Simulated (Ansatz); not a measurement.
## linear Y chain: period, moment and channels by functional

Aim: how far do the period, the moment and the conductance of the linear Y chain depend on the functional, the datasets and spin-orbit coupling, and at what cost?

Calculated with Ansatz 0.2.0; DFT PBE, plane waves, PAW; relaxation of a chain's period, in the first sound run; inputs show where later runs differ.

Report form: the programs' logs are mostly left out.

## (1) Starting point

The cell holds 1 atom: 1 Y. Its edges and angles: a = 12.000 Å, b = 12.000 Å, c = 3.534 Å, α = 90.0°, β = 90.0°, γ = 90.0°. Vacuum lies along a and b. The structure's axis is c.

## (2) Relaxing the period, level PBE, cutoff 420 eV

Band widths follow the bond lengths, so the chain is relaxed first. The atoms and the third cell vector are free; the box across stays fixed as vacuum. Moments are seeded so that a magnetic state can form if it lies lower. A Fermi-Dirac smearing is set since the result may be a metal. The pressure printed is a third of the stress's trace over the whole box, vacuum included; only the stress along the axis is relaxed.

File input.yaml:

```yaml
crystal:
  lattice:
    - [12.0, 0.0, 0.0]
    - [0.0, 12.0, 0.0]
    - [0.0, 0.0, 3.534]
  atoms:
    - { symbol: "Y", position: [0.5, 0.5, 0.0], spin: 1.0 }
magnetization:
  spin_polarized: true
kpoints:
  mp_grid: { grid: [1, 1, 23] }
scf:
  occupations: { method: fermi_dirac, width: 0.05 }
hamiltonian:
  xc: pbe
relax:
  cell: { fix: [a, b, alpha, beta, gamma] }
  max_steps: 60
```

The run is started by

```console
$ ansatz run input.yaml --threads 8 --pin off --max-ram 16384MiB --backend cpu --events-out ev --progress --plain --runs-dir out
```

The job ended after 57 s (8 threads of Arm Neoverse V1, shared host; peak memory 1 GiB; 7.1 min of CPU time).

Step by step:

```tsv
step	energy less that of the first step (eV)	largest force component (eV/Å)	pressure (GPa)	volume (Å³)
1	0.0000	0.0000	-0.22	508.90
2	-0.0374	0.0000	-0.20	499.21
3	-0.1040	0.0000	-0.08	474.41
4	-0.1212	0.0000	-0.11	458.62
5	-0.1519	0.0000	0.00	433.81
6*	-0.1519	0.0000	-0.01	433.81
```

Relaxation steps marked * repeat the geometry before them on a plane-wave basis chosen anew for their cell, so energy and pressure can jump there.

```tsv
cell as run	before	after	change
c (Å)	3.534	3.013	-14.8 %
```

Final coordinates:

```
Y
1.0
    12.00000    0.00000    0.00000
     0.00000   12.00000    0.00000
     0.00000    0.00000    3.01260
Y
1
Direct
  0.50000 0.50000 0.00000
```

Numbers from this step:

* energy at zero smearing: -3845.7066 eV
* cell length along the wire: 3.013 Å

The cell's length comes to 3.013 Å with no moment. That is -15 % against the start, more than a small adjustment.

The cell shrank by 14.8 % in its periodic edges.

## (3) The wire at its relaxed period, level PBE, k-mesh 1×1×27

This step: DFT PBE, plane waves, PAW; channels and complex bands of a perfect chain (Ansatz 0.2.0).

At the relaxed period the Bloch states of the perfect chain are found at each energy: those that move forward count the open channels, and those that decay describe how a disturbance dies away inside the wire itself. An energy step of 0.035 eV is under the 0.039 eV that the program asks for its thermal average at 300 K.

File input.yaml:

```yaml
crystal:
  lattice:
    - [12.0, 0.0, 0.0]
    - [0.0, 12.0, 0.0]
    - [0.0, 0.0, 3.0126025819]
  atoms:
    - { symbol: "Y", position: [0.5, 0.5, 0.0] }
kpoints:
  mp_grid: { grid: [1, 1, 27] }
  band_path: { path: ["Γ", Z], npoints: 60 }
scf:
  occupations: { method: fermi_dirac, width: 0.05 }
hamiltonian:
  xc: pbe
output:
  transmission:
    e_range: [-2, 2]
    de: 0.035
    kmesh: [1, 1]
    reduced_basis: true
    leads: [[0, 0]]
  dos: { projected: true, e_range: [-6, 4] }
  write_potential: true
  write_density: true
  volumetric_format: npy
  elf: true
```

Elapsed: 33 s, on 8 threads; peak memory 1.1 GiB; 3.2 min of CPU time.

This step gave:

```yaml
energy_at_zero_smearing: -3845.7051 eV
channels_at_the_energy_nearest_the_fermi_level_one_spin: 4
conductance_of_the_lead_as_this_run_defines_it: 3.996 G₀
band_gap: 0 eV
```

Open channels of the lead, one spin against energy, zero at the Fermi level:

```tsv
energy (eV)	open channels of the lead, one spin
-2.000	1
-1.895	1
-1.790	1
-1.685	1
-1.615	1
-1.510	1
-1.405	1
-1.300	1
-1.195	1
-1.090	1
-0.985	1
-0.915	1
-0.810	1
-0.705	1
-0.600	1
-0.495	3
-0.390	3
-0.285	3
-0.215	3
-0.110	4
-0.005	4
0.100	4
0.205	4
0.310	4
0.415	4
0.485	4
0.590	6
0.695	6
0.800	4
0.905	4
1.010	4
1.115	4
1.185	4
1.290	4
1.395	4
1.500	4
1.605	4
1.710	4
1.815	3
1.885	3
```

The slowest values at each energy, most degenerate partners merged, listed up to 1.5 1/Å. The Im kz of the slowest decaying states by energy, zero at the Fermi level:

```tsv
energy (eV)	decay 1 (Å⁻¹)	decay 2 (Å⁻¹)	decay 3 (Å⁻¹)	decay 4 (Å⁻¹)
-2.000	0.550	0.604	0.914	0.918
-1.790	0.513	0.563	0.878	0.882
-1.615	0.479	0.528	0.848	0.852
-1.405	0.433	0.483	0.809	0.813
-1.195	0.381	0.437	0.768	0.772
-0.985	0.318	0.386	0.724	0.728
-0.810	0.250	0.341	0.684	0.688
-0.600	0.121	0.279	0.633	0.637
-0.390	0.203	0.576	0.580	0.691
-0.215	0.109	0.522	0.527	0.651
-0.005	0.448	0.453	0.597	0.804
0.205	0.357	0.362	0.535	0.769
0.415	0.225	0.233	0.456	0.732
0.590	0.361	0.699	0.822	0.911
0.800	0.174	0.658	0.786	0.880
1.010	0.266	0.614	0.748	0.848
1.185	0.292	0.575	0.715	0.820
1.395	0.306	0.524	0.673	0.786
1.605	0.308	0.467	0.629	0.749
1.815	0.0470	0.303	0.402	0.581
```

Electronic bands along the path, in eV, zero at the Fermi level:

```tsv
point	band 5	band 6	band 7	band 8	band 9	band 10
Γ	-2.39	-0.14	0.55	0.56	0.75	0.75
halfway	-0.76	0.36	0.36	1.20	1.21	1.57
Z	-0.54	-0.54	1.72	2.09	2.09	2.47
```

ELF in the ca plane at fractional y = 0.500, with atoms of Y within 0.2 Å of it. It is the smooth field of the valence electrons, not physical close to the nuclei.

Values, 24 rows by 16 columns, each cell a mean:
```
0.00 0.00 0.00 0.00 0.00 0.00 0.00 0.00 0.00 0.00 0.00 0.00 0.00 0.00 0.00 0.00
0.00 0.00 0.00 0.00 0.00 0.00 0.00 0.00 0.00 0.00 0.00 0.00 0.00 0.00 0.00 0.00
0.00 0.00 0.00 0.00 0.00 0.00 0.01 0.01 0.01 0.01 0.01 0.00 0.00 0.00 0.00 0.00
0.01 0.01 0.01 0.01 0.01 0.02 0.02 0.02 0.02 0.02 0.02 0.02 0.01 0.01 0.01 0.01
0.02 0.02 0.02 0.03 0.04 0.05 0.07 0.08 0.09 0.08 0.07 0.05 0.04 0.03 0.02 0.02
0.03 0.03 0.05 0.07 0.10 0.14 0.19 0.23 0.25 0.23 0.19 0.14 0.10 0.07 0.05 0.03
0.05 0.06 0.09 0.14 0.23 0.34 0.44 0.50 0.53 0.50 0.44 0.34 0.23 0.14 0.09 0.06
0.05 0.06 0.11 0.20 0.35 0.51 0.63 0.69 0.71 0.69 0.63 0.51 0.35 0.20 0.11 0.06
0.03 0.04 0.07 0.14 0.28 0.47 0.63 0.72 0.75 0.72 0.63 0.47 0.28 0.14 0.07 0.04
0.27 0.26 0.24 0.21 0.22 0.30 0.43 0.56 0.62 0.56 0.43 0.30 0.22 0.21 0.24 0.26
0.82 0.82 0.80 0.73 0.55 0.33 0.25 0.29 0.33 0.29 0.25 0.33 0.55 0.73 0.80 0.82
0.51 0.62 0.77 0.81 0.73 0.46 0.20 0.15 0.16 0.15 0.20 0.46 0.73 0.81 0.77 0.62
0.70 0.75 0.82 0.82 0.70 0.42 0.21 0.19 0.20 0.19 0.21 0.42 0.70 0.82 0.82 0.75
0.70 0.68 0.63 0.53 0.39 0.29 0.30 0.39 0.44 0.39 0.30 0.29 0.39 0.53 0.63 0.68
0.08 0.08 0.09 0.13 0.22 0.36 0.53 0.65 0.69 0.65 0.53 0.36 0.22 0.13 0.09 0.08
0.04 0.04 0.08 0.17 0.33 0.52 0.66 0.73 0.75 0.73 0.66 0.52 0.33 0.17 0.08 0.04
0.06 0.07 0.11 0.19 0.31 0.45 0.56 0.63 0.65 0.63 0.56 0.45 0.31 0.19 0.11 0.07
0.05 0.05 0.07 0.11 0.17 0.26 0.34 0.40 0.42 0.40 0.34 0.26 0.17 0.11 0.07 0.05
0.02 0.03 0.03 0.05 0.07 0.10 0.13 0.16 0.17 0.16 0.13 0.10 0.07 0.05 0.03 0.03
0.01 0.01 0.01 0.02 0.02 0.03 0.04 0.05 0.05 0.05 0.04 0.03 0.02 0.02 0.01 0.01
0.00 0.00 0.01 0.01 0.01 0.01 0.01 0.01 0.01 0.01 0.01 0.01 0.01 0.01 0.01 0.00
0.00 0.00 0.00 0.00 0.00 0.00 0.00 0.00 0.00 0.00 0.00 0.00 0.00 0.00 0.00 0.00
0.00 0.00 0.00 0.00 0.00 0.00 0.00 0.00 0.00 0.00 0.00 0.00 0.00 0.00 0.00 0.00
0.00 0.00 0.00 0.00 0.00 0.00 0.00 0.00 0.00 0.00 0.00 0.00 0.00 0.00 0.00 0.00
```
Columns run along c (3.0 Å), rows up along a (12.0 Å). Atoms in or near the plane, at fractional coordinates: Y at (0.00, 0.50).

Valence density in the ca plane at fractional y = 0.500, with atoms of Y within 0.2 Å of it. It is the smooth field of the valence electrons, not physical close to the nuclei.

Ten steps, logarithmic in the rise over the least value, from '_' (0.0 e/Å³) to '@' (3.6 e/Å³), each cell a mean:
```
________________________________
________________________________
________________________________
________________________________
________________________________
________________________________
________________________________
________________________________
................................
======--------::::::--------====
@@%%%%##**++==------==++**##%%%%
@@@@@@@@%%**++======++**%%@@@@@@
@@@@@@%%##**====--====**##%%@@@@
######**++==----------==++**####
::::::::::::::::::::::::::::::::
................................
________________________________
________________________________
________________________________
________________________________
________________________________
________________________________
________________________________
________________________________
```
Columns run along c (3.0 Å), rows up along a (12.0 Å). Atoms in or near the plane, at fractional coordinates: Y at (0.00, 0.50).

Electrostatic potential energy in the ca plane at fractional y = 0.500, with atoms of Y within 0.2 Å of it. With pseudopotentials it is smooth inside the atoms' cores, unlike the true potential.

Ten even steps from '_' (-52 eV) to '@' (1 eV), each cell a mean:
```
@@@@@@@@@@@@@@@@@@@@@@@@@@@@@@@@
@@@@@@@@@@@@@@@@@@@@@@@@@@@@@@@@
@@@@@@@@@@@@@@@@@@@@@@@@@@@@@@@@
@@@@@@@@@@@@@@@@@@@@@@@@@@@@@@@@
@@@@@@@@@@@@@@@@@@@@@@@@@@@@@@@@
@@@@@@@@@@@@@@@@@@@@@@@@@@@@@@@@
@@@@@@@@@@@@@@@@@@@@@@@@@@@@@@@@
@@@@@@@@@@@@@@@@@@@@@@@@@@@@@@@@
@@@@@@@@@@@@@@@@@@@@@@@@@@@@@@@@
######%%%%@@@@@@@@@@@@@@%%%%####
....::==**##%%@@@@@@%%##**==::..
________::++##%%%%%%##++::______
______..--**%%%%%%%%%%**--..____
----==**##%%%%@@@@@@%%%%##**==--
%%%%%%%%@@@@@@@@@@@@@@@@@@%%%%%%
@@@@@@@@@@@@@@@@@@@@@@@@@@@@@@@@
@@@@@@@@@@@@@@@@@@@@@@@@@@@@@@@@
@@@@@@@@@@@@@@@@@@@@@@@@@@@@@@@@
@@@@@@@@@@@@@@@@@@@@@@@@@@@@@@@@
@@@@@@@@@@@@@@@@@@@@@@@@@@@@@@@@
@@@@@@@@@@@@@@@@@@@@@@@@@@@@@@@@
@@@@@@@@@@@@@@@@@@@@@@@@@@@@@@@@
@@@@@@@@@@@@@@@@@@@@@@@@@@@@@@@@
@@@@@@@@@@@@@@@@@@@@@@@@@@@@@@@@
```
Columns run along c (3.0 Å; values clipped at the 3rd and 97th percentile), rows up along a (12.0 Å). Atoms in or near the plane, at fractional coordinates: Y at (0.00, 0.50).

By hand: the program gives 2.1502 × 10^14 S/m² over the cell's cross-section of 144.00 Å² = 1.440 × 10^-18 m², so one cell conducts 3.096 × 10^-4 S. Divided by G0 = 2e²/h = 7.748 × 10^-5 S this is 4.00 G0, a resistance of 3.23 kΩ.

At the computed energy nearest the Fermi level there are 4 channels a spin, and the thermal average gives 4.00 G₀.

## (4) Relaxation of atoms and period

This step: DFT PBEsol, plane waves, PAW; relaxation of a chain's period (Ansatz 0.2.0).

The relaxation is repeated under another functional. PBEsol weakens PBE's gradient terms and usually lands between LDA and PBE.

File input.yaml:

```yaml
crystal:
  lattice:
    - [12.0, 0.0, 0.0]
    - [0.0, 12.0, 0.0]
    - [0.0, 0.0, 3.534]
  atoms:
    - { symbol: "Y", position: [0.5, 0.5, 0.0], spin: 1.0 }
magnetization:
  spin_polarized: true
kpoints:
  mp_grid: { grid: [1, 1, 23] }
scf:
  occupations: { method: fermi_dirac, width: 0.05 }
hamiltonian:
  xc: pbesol
relax:
  cell: { fix: [a, b, alpha, beta, gamma] }
  max_steps: 60
```

Elapsed: 15 s, on 8 threads; peak memory 0.88 GiB.

The steps of the relaxation:

```tsv
step	energy less that of the first step (eV)	largest force component (eV/Å)	pressure (GPa)	volume (Å³)
1	0.0000	0.0000	-0.25	508.90
2	-0.0504	0.0000	-0.23	497.68
3	-0.1321	0.0000	-0.11	472.87
4	-0.1769	0.0000	-0.13	449.67
5	-0.2179	0.0000	-0.02	424.86
6	-0.2186	0.0000	0.00	420.91
7*	-0.2186	0.0000	0.00	420.91
```

Relaxation steps marked * repeat the geometry before them on a plane-wave basis chosen anew for their cell, so energy and pressure can jump there.

```tsv
cell as run	before	after	change
c (Å)	3.534	2.923	-17.3 %
```

The relaxed structure:

```cif
data_structure
_symmetry_space_group_name_H-M 'P 1'
_symmetry_Int_Tables_number 1
_cell_length_a 12.0000
_cell_length_b 12.0000
_cell_length_c 2.9230
_cell_angle_alpha 90.000
_cell_angle_beta 90.000
_cell_angle_gamma 90.000
_cell_volume 420.91
loop_
_atom_site_label
_atom_site_type_symbol
_atom_site_fract_x
_atom_site_fract_y
_atom_site_fract_z
_atom_site_occupancy
Y1 Y 0.50000 0.50000 0.00000 1
```

The cell's length comes to 2.923 Å, -3.0 % against the first run, with no moment. That is -17 % against the start, more than a small adjustment.

The cell shrank by 17.3 % in its periodic edges.

## (5) Bands of the perfect wire, level PBEsol, k-mesh 1×1×28

This step: DFT PBEsol, plane waves, PAW; channels and complex bands of a perfect chain (Ansatz 0.2.0).

The channels are counted again under PBEsol, at the period that it gave.

File input.yaml:

```yaml
crystal:
  lattice:
    - [12.0, 0.0, 0.0]
    - [0.0, 12.0, 0.0]
    - [0.0, 0.0, 2.9230139851]
  atoms:
    - { symbol: "Y", position: [0.5, 0.5, 0.0] }
kpoints:
  mp_grid: { grid: [1, 1, 28] }
  band_path: { path: ["Γ", Z], npoints: 60 }
scf:
  occupations: { method: fermi_dirac, width: 0.05 }
hamiltonian:
  xc: pbesol
output:
  transmission:
    e_range: [-2, 2]
    de: 0.035
    kmesh: [1, 1]
    reduced_basis: true
    leads: [[0, 0]]
  dos: { projected: true, e_range: [-6, 4] }
```

Wall time 32 s (8 threads); peak memory 1.1 GiB.

At the computed energy nearest the Fermi level there are 4 channels a spin, and the thermal average gives 4.00 G₀.

## (6) Relaxing the period

This step: DFT LDA, plane waves, PAW; relaxation of a chain's period (Ansatz 0.2.0).

The relaxation is repeated under another functional. LDA has no gradient terms and tends to overbind, so it marks the short end of the likely bond lengths.

File input.yaml:

```yaml
crystal:
  lattice:
    - [12.0, 0.0, 0.0]
    - [0.0, 12.0, 0.0]
    - [0.0, 0.0, 3.534]
  atoms:
    - { symbol: "Y", position: [0.5, 0.5, 0.0], spin: 1.0 }
magnetization:
  spin_polarized: true
kpoints:
  mp_grid: { grid: [1, 1, 23] }
scf:
  occupations: { method: fermi_dirac, width: 0.05 }
hamiltonian:
  xc: lda
relax:
  cell: { fix: [a, b, alpha, beta, gamma] }
  max_steps: 60
```

The job ended after 27 s (8 threads; peak memory 0.94 GiB).

The steps of the relaxation:

```tsv
step	energy less that of the first step (eV)	largest force component (eV/Å)	pressure (GPa)	volume (Å³)
1	0.0000	0.0000	-0.26	508.90
2	-0.0541	0.0000	-0.24	497.27
3	-0.1550	0.0000	-0.26	472.46
4	-0.2611	0.0000	-0.21	447.65
5	-0.3294	0.0000	-0.08	422.84
6	-0.3421	0.0000	-0.02	408.95
7	-0.3425	0.0000	0.01	404.73
8*	-0.3424	0.0000	0.01	404.73
```

Relaxation steps marked * repeat the geometry before them on a plane-wave basis chosen anew for their cell, so energy and pressure can jump there.

```tsv
cell as run	before	after	change
c (Å)	3.534	2.811	-20.5 %
```

The relaxed structure:

```xyz
1
Lattice="12.0000 0.0000 0.0000 0.0000 12.0000 0.0000 0.0000 0.0000 2.8106" Properties=species:S:1:pos:R:3
Y     6.0000    6.0000    0.0000
```

The cell's length comes to 2.811 Å, -6.7 % against the first run, with no moment. That is -20 % against the start, more than a small adjustment.

The cell shrank by 20.5 % in its periodic edges.

## (7) Bands of the perfect wire, level LDA, k-mesh 1×1×29

This step: DFT LDA, plane waves, PAW; channels and complex bands of a perfect chain (Ansatz 0.2.0).

The channels are counted again under LDA, at the period that it gave.

File input.yaml:

```yaml
crystal:
  lattice:
    - [12.0, 0.0, 0.0]
    - [0.0, 12.0, 0.0]
    - [0.0, 0.0, 2.8106384074]
  atoms:
    - { symbol: "Y", position: [0.5, 0.5, 0.0] }
kpoints:
  mp_grid: { grid: [1, 1, 29] }
  band_path: { path: ["Γ", Z], npoints: 60 }
scf:
  occupations: { method: fermi_dirac, width: 0.05 }
hamiltonian:
  xc: lda
output:
  transmission:
    e_range: [-2, 2]
    de: 0.035
    kmesh: [1, 1]
    reduced_basis: true
    leads: [[0, 0]]
  dos: { projected: true, e_range: [-6, 4] }
```

Run time: 27 s. Hardware: 8 threads; peak memory 1 GiB.

Open channels of the lead, one spin against energy, zero at the Fermi level:

```tsv
energy (eV)	open channels of the lead, one spin
-2.000	1
-1.790	1
-1.615	1
-1.405	1
-1.195	1
-0.985	1
-0.810	1
-0.600	3
-0.390	3
-0.215	4
-0.005	4
0.205	4
0.415	4
0.590	6
0.800	6
1.010	4
1.185	4
1.395	4
1.605	4
1.815	4
```

At the computed energy nearest the Fermi level there are 4 channels a spin, and the thermal average gives 4.00 G₀.

## (8) Comparing the runs

Times are for 8 threads of Arm Neoverse V1, shared host. The series side by side:

```tsv
no.	level	conductance of the lead as this run defines it (G₀)	time	memory (GiB)
1	PBE	3.996	33 s	1.1
2	PBEsol	4.000	32 s	1.1
3	LDA	4.000	27 s	1.0
```

The runs together. The open channels of the lead by energy, zero at the Fermi level:

```tsv
energy (eV)	PBE	PBEsol	LDA
-2.000	1	1	1
-1.895	1	1	1
-1.790	1	1	1
-1.685	1	1	1
-1.615	1	1	1
-1.510	1	1	1
-1.405	1	1	1
-1.300	1	1	1
-1.195	1	1	1
-1.090	1	1	1
-0.985	1	1	1
-0.915	1	1	1
-0.810	1	1	1
-0.705	1	1	1
-0.600	1	1	3
-0.495	3	3	3
-0.390	3	3	3
-0.285	3	3	4
-0.215	3	4	4
-0.110	4	4	4
-0.005	4	4	4
0.100	4	4	4
0.205	4	4	4
0.310	4	4	4
0.415	4	4	4
0.485	4	4	4
0.590	6	6	6
0.695	6	6	6
0.800	4	4	6
0.905	4	4	4
1.010	4	4	4
1.115	4	4	4
1.185	4	4	4
1.290	4	4	4
1.395	4	4	4
1.500	4	4	4
1.605	4	4	4
1.710	4	4	4
1.815	3	4	4
1.885	3	4	4
```

(Part 1 of 2 ends here.)

[Logs are printed without paths, hosts, clocks, repeated set-up lines and the standing remarks that a program may print on its own settings, such as how far it seeks lower states.]

[Hosts, paths, dates, database ids (printed as entryN), source tags and the programs' standing remarks are cut or masked in the printed files.]
